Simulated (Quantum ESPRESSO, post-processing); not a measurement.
# Tuning the work function of Mo(110), part 2 of 2

Aim: how a monolayer of each of several elements shifts the work function of Mo(110).

Quantum ESPRESSO 7.5; plane-wave DFT, LDA, GBRV ultrasoft pseudopotentials.

So far. Step 10 (Ground state, Ge overlayer): The covered face stands at 4.69 eV against 4.84 eV when clean. Step 10 (Ground state, Ge overlayer): Inside the slab this potential holds the local part of the pseudopotentials, which can be repulsive at the nuclei; only its value in the vacuum has a meaning of its own.

## (11) Projections on atomic orbitals, Ge overlayer

Contents of Ge.pdos.in:

```
&projwfc
  prefix = 'Ge.esm'
  outdir = './out'
  filpdos = 'Ge.pdos'
  Emin = -12.838
  Emax = -0.838
  DeltaE = 0.1
  ngauss = 0
  degauss = 0.01
/
```

Started as:

```sh
> OMP_NUM_THREADS=1 mpirun -n 4 projwfc.x -in Ge.pdos.in > Ge.pdos.out
```

Run time: 2.2 s. Hardware: 4 MPI ranks of Arm Neoverse V1, shared host; peak memory 0.22 GiB; 8.8 s of CPU time.

Read from the output:

```
spilling of the projection : 0.0012
```

Projected DOS an atom over height of the atomic layer and energy from the Fermi level. Columns are the atomic layers from the bottom up.

Ten even steps from '0' (0.00 states/eV) to '9' (1.79 states/eV), each cell a mean:
```
988772
765563
744463
722252
612252
744473
967772
657672
767682
897992
589873
576651
686971
277631
157521
011100
000001
000000
000002
000002
000001
000001
```
Columns: height of the atomic layer (Å) from -5.77 to 5.77 (not evenly spaced); rows upwards: energy from the Fermi level (eV) from -8.00 to 1.20.

The atomic orbitals miss 0.1 % of the occupied states; for empty states the projections can miss much more.

## (12) Relaxation with pw.x, Sn overlayer

Level of this step: plane-wave DFT, PBE, GBRV ultrasoft pseudopotentials (Quantum ESPRESSO 7.5).

System of this step: Mo(110), 5 layers, one monolayer of Sn on top sites. The cell holds 6 atoms: 5 Mo and 1 Sn. Its edges and angles: a = 2.728 Å, b = 2.728 Å, c = 27.910 Å, α = 90.0°, β = 90.0°, γ = 70.5°. It derives from Mo. Vacuum lies along c.

Contents of Sn.relax.in:

```
&control
  prefix = 'Sn.relax'
  outdir = './out'
  pseudo_dir = './pseudo'
  nstep = 40
  forc_conv_thr = 0.001
  calculation = 'relax'
/
&system
  ibrav = 0
  nat = 6
  ntyp = 2
  ecutwfc = 40
  ecutrho = 200
  occupations = 'smearing'
  smearing = 'mv'
  degauss = 0.02
/
&electrons
  conv_thr = 1e-07
  mixing_beta = 0.4
  electron_maxstep = 120
  mixing_mode = 'local-TF'
/
&ions
/
ATOMIC_SPECIES
  Mo  95.9500  mo_pbe_v1.uspp.F.UPF
  Sn  118.7100  sn_pbe_v1.4.uspp.F.UPF
CELL_PARAMETERS angstrom
  2.22738636073762 -1.57500000000000 0.00000000000000
  2.22738636073762 1.57500000000000 0.00000000000000
  0.00000000000000 0.00000000000000 27.90954544295050
ATOMIC_POSITIONS crystal
  Mo  0.000000000000 0.000000000000 0.297389293458 0 0 0
  Mo  0.500000000000 0.500000000000 0.377196625515 0 0 0
  Mo  0.000000000000 0.000000000000 0.457003957572 0 0 0
  Mo  0.500000000000 0.500000000000 0.536811289630
  Mo  0.000000000000 0.000000000000 0.616618621687
  Sn  0.000000000000 0.000000000000 0.721600625281
K_POINTS automatic
  10 10 1 0 0 0
```

Started as:

```sh
> OMP_NUM_THREADS=1 mpirun -n 4 pw.x -nk 4 -in Sn.relax.in > Sn.relax.out
```

Elapsed: 17 min, on 4 MPI ranks; peak memory 0.67 GiB.

Step by step:

```csv
step,energy less that of the first step (eV),largest force (eV/Å)
1,0.0000,0.2922
2,-0.0033,0.2852
3,-0.0064,0.2525
4,-0.0100,0.2015
5,-0.0133,0.1179
6,-0.0144,0.0472
7,-0.0145,0.0469
8,-0.0146,0.0465
9,-0.0148,0.0434
10,-0.0150,0.0402
11,-0.0154,0.0314
12,-0.0158,0.0208
```

The atoms that moved most (Å):

```csv
atom,dx,dy,dz,length
Sn6,0.000,0.000,-0.072,0.072
Mo4,0.000,0.000,0.020,0.020
Mo5,0.000,0.000,0.011,0.011
```

The relaxed structure:

```cif
data_structure
_symmetry_space_group_name_H-M 'P 1'
_symmetry_Int_Tables_number 1
_cell_length_a 2.7280
_cell_length_b 2.7280
_cell_length_c 27.9095
_cell_angle_alpha 90.000
_cell_angle_beta 90.000
_cell_angle_gamma 70.529
_cell_volume 195.82
loop_
_atom_site_label
_atom_site_type_symbol
_atom_site_fract_x
_atom_site_fract_y
_atom_site_fract_z
_atom_site_occupancy
Mo1 Mo 0.00000 0.00000 0.29739 1
Mo2 Mo 0.50000 0.50000 0.37720 1
Mo3 Mo 0.00000 0.00000 0.45700 1
Mo4 Mo 0.50000 0.50000 0.53753 1
Mo5 Mo 0.00000 0.00000 0.61703 1
Sn6 Sn 0.00000 0.00000 0.71902 1
```

The relaxation lowers the energy by 3 meV an atom. On the free atoms the largest force ends at 0.021 eV/Å.

Read from the output:

* free energy: -11642.7866 eV
* Fermi energy: 8.121 eV

## (13) SCF with pw.x, Sn overlayer, with startingpot = atomic

Level of this step: plane-wave DFT, LDA, GBRV ultrasoft pseudopotentials (Quantum ESPRESSO 7.5).

Contents of Sn.esm.try.in:

```
&control
  prefix = 'Sn.esm'
  outdir = './out'
  pseudo_dir = './pseudo'
  calculation = 'scf'
  tprnfor = .true.
/
&system
  ibrav = 0
  nat = 6
  ntyp = 2
  ecutwfc = 40
  ecutrho = 200
  occupations = 'smearing'
  smearing = 'mv'
  degauss = 0.02
  assume_isolated = 'esm'
  esm_bc = 'bc1'
/
&electrons
  conv_thr = 1e-07
  mixing_beta = 0.4
  electron_maxstep = 120
  mixing_mode = 'local-TF'
/
ATOMIC_SPECIES
  Mo  95.9500  mo_lda_v1.uspp.F.UPF
  Sn  118.7100  sn_lda_v1.4.uspp.F.UPF
CELL_PARAMETERS angstrom
  2.22738636073762 -1.57500000000000 0.00000000000000
  2.22738636073762 1.57500000000000 0.00000000000000
  0.00000000000000 0.00000000000000 27.90954544295050
ATOMIC_POSITIONS crystal
  Mo  0.000000000000 0.000000000000 -0.210813758300
  Mo  0.500000000000 0.500000000000 -0.131006426300
  Mo  0.000000000000 0.000000000000 -0.051199094200
  Mo  0.500000000000 0.500000000000 0.029326256600
  Mo  0.000000000000 0.000000000000 0.108826033000
  Sn  0.000000000000 0.000000000000 0.210813758300
K_POINTS automatic
  10 10 1 0 0 0
```

Started as:

```sh
> OMP_NUM_THREADS=1 mpirun -n 4 pw.x -nk 4 -in Sn.esm.try.in > Sn.esm.try.out
```

Run time: 19 min. Hardware: 4 MPI ranks; peak memory 0.67 GiB.

This try failed: “c_bands (1): too many bands are not converged”.

The message: “c_bands (1): too many bands are not converged”. The message is a late symptom: the SCF loop had diverged, with an estimated accuracy of 2.89e+04 Ry in its last cycle.

## (14) Ground state, Sn overlayer

A plain periodic run, loosely converged, makes a sound starting density. Its levels are not used.

Sn.esm.pre.in, as its differences from the input of step 13:

```diff
@@ -1,3 +1,3 @@
 &control
-  prefix = 'Sn.esm'
+  prefix = 'Sn.esm.pre'
   outdir = './out'
@@ -16,7 +16,5 @@
   degauss = 0.02
-  assume_isolated = 'esm'
-  esm_bc = 'bc1'
 /
 &electrons
-  conv_thr = 1e-07
+  conv_thr = 1e-05
   mixing_beta = 0.4
```

Started as:

```sh
> OMP_NUM_THREADS=1 mpirun -n 4 pw.x -nk 4 -in Sn.esm.pre.in > Sn.esm.pre.out
```

The job ended after 3 min (4 MPI ranks; peak memory 0.61 GiB; 12 min of CPU time).

Numbers from this step:

- free energy: -11648.7105 eV
- Fermi energy: 7.829 eV

## (15) Self-consistent run, Sn overlayer

The run with open boundaries is repeated, now from the density of the periodic run.

Sn.esm.in, as its differences from the input of step 14:

```diff
@@ -1,3 +1,3 @@
 &control
-  prefix = 'Sn.esm.pre'
+  prefix = 'Sn.esm'
   outdir = './out'
@@ -16,5 +16,7 @@
   degauss = 0.02
+  assume_isolated = 'esm'
+  esm_bc = 'bc1'
 /
 &electrons
-  conv_thr = 1e-05
+  conv_thr = 1e-07
   mixing_beta = 0.4
@@ -22,2 +24,3 @@
   mixing_mode = 'local-TF'
+  startingpot = 'file'
 /
```

Started as:

```sh
> cp -r out/Sn.esm.pre.save out/Sn.esm.save
> OMP_NUM_THREADS=1 mpirun -n 4 pw.x -nk 4 -in Sn.esm.in > Sn.esm.out
```

Elapsed: 3.1 min, on 4 MPI ranks; peak memory 0.67 GiB.

Read from the output:

- free energy: -11648.7091 eV
- Fermi energy: -4.497 eV
- vacuum line at the lower end of the cell, over the Fermi level: 4.991 eV
- vacuum line at the upper end of the cell, over the Fermi level: 4.003 eV

The potential energy, planar mean oscillates, so the rows of the table below give means over windows of 2.27 Å about each position, cut where the curve ends. Its maxima inside the range that stand out by 2 % of the span (Å: eV): -4.8: -1.84, -2.6: -2.01, -0.3: -1.84, 2.0: -1.95, 4.4: 1.63. Its minima: -5.9: -33.7, -3.6: -34.1, -1.4: -34.2, 0.8: -34.3, 3.0: -33.9, 5.9: -23.3.

Electrostatic potential energy of an electron; zero at the Fermi level. The potential energy, planar mean by z; means over each step:

```csv
z (Å),"potential energy, planar mean (eV)"
-12.81,4.99
-10.54,4.99
-8.28,4.38
-6.01,-15.1
-3.74,-15.7
-1.47,-15.7
0.80,-15.7
3.07,-15.2
5.34,-10.8
7.61,1.20
9.88,4.00
12.15,4.00
```

The covered face stands at 4.00 eV against 4.84 eV when clean.

Inside the slab this potential holds the local part of the pseudopotentials, which can be repulsive at the nuclei; only its value in the vacuum has a meaning of its own.

## (16) Projected density of states, Sn overlayer

Contents of Sn.pdos.in:

```
&projwfc
  prefix = 'Sn.esm'
  outdir = './out'
  filpdos = 'Sn.pdos'
  Emin = -12.497
  Emax = -0.497
  DeltaE = 0.1
  ngauss = 0
  degauss = 0.01
/
```

Started as:

```sh
> OMP_NUM_THREADS=1 mpirun -n 4 projwfc.x -in Sn.pdos.in > Sn.pdos.out
```

Wall time 2.3 s (4 MPI ranks); peak memory 0.22 GiB.

Read from the output:

- spilling of the projection: 0.0013

Projected DOS an atom over height of the atomic layer and energy from the Fermi level. Columns are the atomic layers from the bottom up.

Ten even steps from '0' (0.00 states/eV) to '9' (1.81 states/eV), each cell a mean:
```
877762
755452
744463
622251
622362
844462
978782
656662
766671
898992
478763
676662
696961
277621
157521
011101
000000
000002
000001
000000
000000
000002
```
Columns: height of the atomic layer (Å) from -5.88 to 5.88 (not evenly spaced); rows upwards: energy from the Fermi level (eV) from -8.00 to 1.10.

The atomic orbitals miss 0.1 % of the occupied states; for empty states the projections can miss much more.

## (17) Relaxing the ions, Pb overlayer

Level of this step: plane-wave DFT, PBE, GBRV ultrasoft pseudopotentials (Quantum ESPRESSO 7.5).

System of this step: Mo(110), 5 layers, one monolayer of Pb on top sites. The cell holds 6 atoms: 5 Mo and 1 Pb. Its edges and angles: a = 2.728 Å, b = 2.728 Å, c = 27.910 Å, α = 90.0°, β = 90.0°, γ = 70.5°. It derives from Mo. Vacuum lies along c.

Contents of Pb.relax.in:

```
&control
  prefix = 'Pb.relax'
  outdir = './out'
  pseudo_dir = './pseudo'
  nstep = 40
  forc_conv_thr = 0.001
  calculation = 'relax'
/
&system
  ibrav = 0
  nat = 6
  ntyp = 2
  ecutwfc = 40
  ecutrho = 200
  occupations = 'smearing'
  smearing = 'mv'
  degauss = 0.02
/
&electrons
  conv_thr = 1e-07
  mixing_beta = 0.4
  electron_maxstep = 120
  mixing_mode = 'local-TF'
/
&ions
/
ATOMIC_SPECIES
  Mo  95.9500  mo_pbe_v1.uspp.F.UPF
  Pb  207.2000  pb_pbe_v1.uspp.F.UPF
CELL_PARAMETERS angstrom
  2.22738636073762 -1.57500000000000 0.00000000000000
  2.22738636073762 1.57500000000000 0.00000000000000
  0.00000000000000 0.00000000000000 27.90954544295050
ATOMIC_POSITIONS crystal
  Mo  0.000000000000 0.000000000000 0.297389293458 0 0 0
  Mo  0.500000000000 0.500000000000 0.377196625515 0 0 0
  Mo  0.000000000000 0.000000000000 0.457003957572 0 0 0
  Mo  0.500000000000 0.500000000000 0.536811289630
  Mo  0.000000000000 0.000000000000 0.616618621687
  Pb  0.000000000000 0.000000000000 0.724108727756
K_POINTS automatic
  10 10 1 0 0 0
```

Started as:

```sh
> OMP_NUM_THREADS=1 mpirun -n 4 pw.x -nk 4 -in Pb.relax.in > Pb.relax.out
```

Wall time 12 min (4 MPI ranks); peak memory 0.67 GiB; 48 min of CPU time.

The steps of the relaxation:

```csv
step,energy less that of the first step (eV),largest force (eV/Å)
1,0.0000,0.2608
2,-0.0021,0.1998
3,-0.0042,0.1670
4,-0.0064,0.1312
5,-0.0079,0.0717
6,-0.0082,0.0695
7,-0.0084,0.0556
8,-0.0086,0.0477
9,-0.0087,0.0644
10,-0.0089,0.0672
11,-0.0091,0.0583
12,-0.0093,0.0380
13,-0.0094,0.0152
```

The atoms that moved most (Å):

```csv
atom,dx,dy,dz,length
Pb6,0.000,0.000,-0.069,0.069
Mo4,0.000,0.000,0.014,0.014
Mo5,0.000,0.000,-0.006,0.006
```

The relaxation lowers the energy by 2 meV an atom. On the free atoms the largest force ends at 0.015 eV/Å.

Numbers from this step:

```
free energy  : -11708.9866 eV
Fermi energy : 8.480 eV
```

## (18) SCF with pw.x, Pb overlayer

Level of this step: plane-wave DFT, LDA, GBRV ultrasoft pseudopotentials (Quantum ESPRESSO 7.5).

Contents of Pb.esm.in:

```
&control
  prefix = 'Pb.esm'
  outdir = './out'
  pseudo_dir = './pseudo'
  calculation = 'scf'
  tprnfor = .true.
/
&system
  ibrav = 0
  nat = 6
  ntyp = 2
  ecutwfc = 40
  ecutrho = 200
  occupations = 'smearing'
  smearing = 'mv'
  degauss = 0.02
  assume_isolated = 'esm'
  esm_bc = 'bc1'
/
&electrons
  conv_thr = 1e-07
  mixing_beta = 0.4
  electron_maxstep = 120
  mixing_mode = 'local-TF'
/
ATOMIC_SPECIES
  Mo  95.9500  mo_lda_v1.uspp.F.UPF
  Pb  207.2000  pb_lda_v1.uspp.F.UPF
CELL_PARAMETERS angstrom
  2.22738636073762 -1.57500000000000 0.00000000000000
  2.22738636073762 1.57500000000000 0.00000000000000
  0.00000000000000 0.00000000000000 27.90954544295050
ATOMIC_POSITIONS crystal
  Mo  0.000000000000 0.000000000000 -0.212126719250
  Mo  0.500000000000 0.500000000000 -0.132319387250
  Mo  0.000000000000 0.000000000000 -0.052512055150
  Mo  0.500000000000 0.500000000000 0.027790666950
  Mo  0.000000000000 0.000000000000 0.106874320850
  Pb  0.000000000000 0.000000000000 0.212126719250
K_POINTS automatic
  10 10 1 0 0 0
```

Started as:

```sh
> OMP_NUM_THREADS=1 mpirun -n 4 pw.x -nk 4 -in Pb.esm.in > Pb.esm.out
```

Run time: 4.2 min. Hardware: 4 MPI ranks; peak memory 0.66 GiB; 17 min of CPU time.

This step gave:

* free energy: -11717.9991 eV
* Fermi energy: -4.404 eV
* vacuum line at the lower end of the cell, over the Fermi level: 4.986 eV
* vacuum line at the upper end of the cell, over the Fermi level: 3.822 eV

The potential energy, planar mean oscillates, so the rows of the table below give means over windows of 2.21 Å about each position, cut where the curve ends. Its maxima inside the range that stand out by 2 % of the span (Å: eV): -4.8: -1.90, -2.6: -2.02, -0.3: -1.85, 1.9: -2.00, 4.4: 1.70. Its minima: -5.9: -33.9, -3.7: -34.3, -1.5: -34.1, 0.8: -34.1, 3.0: -33.8, 5.9: -26.2.

Electrostatic potential energy of an electron; zero at the Fermi level. Table of potential energy, planar mean by z; means over each step:

z (Å), potential energy, planar mean (eV) and a bar from the least value:
```
   -12.84        5.0 ##############################
   -10.63        5.0 ##############################
    -8.42        4.5 #############################
    -6.21      -15.1 #
    -4.00      -16.1 
    -1.79      -16.1 
     0.42      -16.0 
     2.63      -15.9 
     4.84       -7.6 ############
     7.05       -6.0 ##############
     9.26        3.8 ############################
    11.47        3.8 ############################
    13.68        3.8 ############################
```

The covered face stands at 3.82 eV against 4.84 eV when clean.

Inside the slab this potential holds the local part of the pseudopotentials, which can be repulsive at the nuclei; only its value in the vacuum has a meaning of its own.

## (19) Projected density of states, Pb overlayer

Contents of Pb.pdos.in:

```
&projwfc
  prefix = 'Pb.esm'
  outdir = './out'
  filpdos = 'Pb.pdos'
  Emin = -12.404
  Emax = -0.404
  DeltaE = 0.1
  ngauss = 0
  degauss = 0.01
/
```

Started as:

```sh
> OMP_NUM_THREADS=1 mpirun -n 4 projwfc.x -in Pb.pdos.in > Pb.pdos.out
```

The job ended after 2.1 s (4 MPI ranks; peak memory 0.22 GiB; 8.6 s of CPU time).

Numbers from this step:

| Property | Result |
| --- | --- |
| spilling of the projection | 0.0012 |

Projected DOS an atom over height of the atomic layer and energy from the Fermi level. Columns are the atomic layers from the bottom up.

Ten even steps from '0' (0.00 states/eV) to '9' (1.81 states/eV), each cell a mean:
```
877772
765552
744352
722261
612252
734472
967771
657662
766672
897991
588872
566652
696972
277620
157521
011100
000000
000001
000000
000000
000002
000001
```
Columns: height of the atomic layer (Å) from -5.92 to 5.92 (not evenly spaced); rows upwards: energy from the Fermi level (eV) from -8 to 1.2.

The atomic orbitals miss 0.1 % of the occupied states; for empty states the projections can miss much more.

## (20) The series side by side

Against the clean face, with Pauling's electronegativity for orientation:

```csv
overlayer,electronegativity,height over the top plane (Å),change of work function (eV)
Si,1.9,2.52,-0.01
Ge,2.01,2.62,-0.16
Sn,1.96,2.85,-0.84
Pb,2.33,2.94,-1.02
```

All levels:

```csv
level,covered face (eV),bare face (eV),CPU time (s)
clean,4.843,4.973,559
Si,4.832,4.992,824.6
Ge,4.686,4.989,918.5
Sn,4.003,4.991,744.2
Pb,3.822,4.986,1004
```

## (21) Worked from the printed numbers

Under Pb the faces differ by -1.16 eV. By the Helmholtz relation p = −Δφ A/180.95 = +0.0451 e Å a cell, or +0.22 D.

## (22) What came out

| Item | Value |
| --- | --- |
| work function of the clean face | 4.84 eV |
| change under Si | -0.01 eV |
| change under Ge | -0.16 eV |
| change under Sn | -0.84 eV |
| change under Pb | -1.02 eV |

What this shows: On a clean face of 4.84 eV the changes run from -1.02 eV (Pb) to -0.01 eV (Si) (LDA, GBRV ultrasoft). Electronegativity alone doesn't order the changes: height, charge transfer and the push-back of the metal's own spill-out all enter the dipole. The bare face moves by 0.02 eV over the row; it should not move at all, so the changes above are uncertain by about as much. Full 1×1 monolayers on one site are model structures; at this coverage neighbours depolarise each other, and real layers may take other sites or reconstruct. The upper layers were relaxed under PBE at the tabulated lattice constant. Spin-orbit coupling is left out; depending on the atoms that carry the levels of interest, it can split and shift them by tenths of an eV to an eV or more.

Computed beside measured:

| quantity | measured | LDA, GBRV ultrasoft, clean |
| --- | --- | --- |
| work function (clean (110) face) (eV) | 4.95 | 4.84 (-0.11 eV) |

Measured values from arxiv:1902.07811 (2019).

Verdict: The work function is off by -0.11 eV: good agreement. The grades are ours: good and fair within 3 and 7 % for the work function. Other measurements of the same face can differ from the value quoted by 0.1 to 0.2 eV.

[Logs are printed without paths, hosts, clocks, repeated set-up lines and the standing remarks that a program may print on its own settings, such as how far it seeks lower states.]

[Hosts, paths, dates, database ids (printed as entryN), source tags and the programs' standing remarks are cut or masked in the printed files.]

[Maps of the electrostatic potential energy from Ansatz leave out the sawtooth potential of an applied field or a dipole correction, so their vacuum need not be flat; planar profiles and work functions include it.]
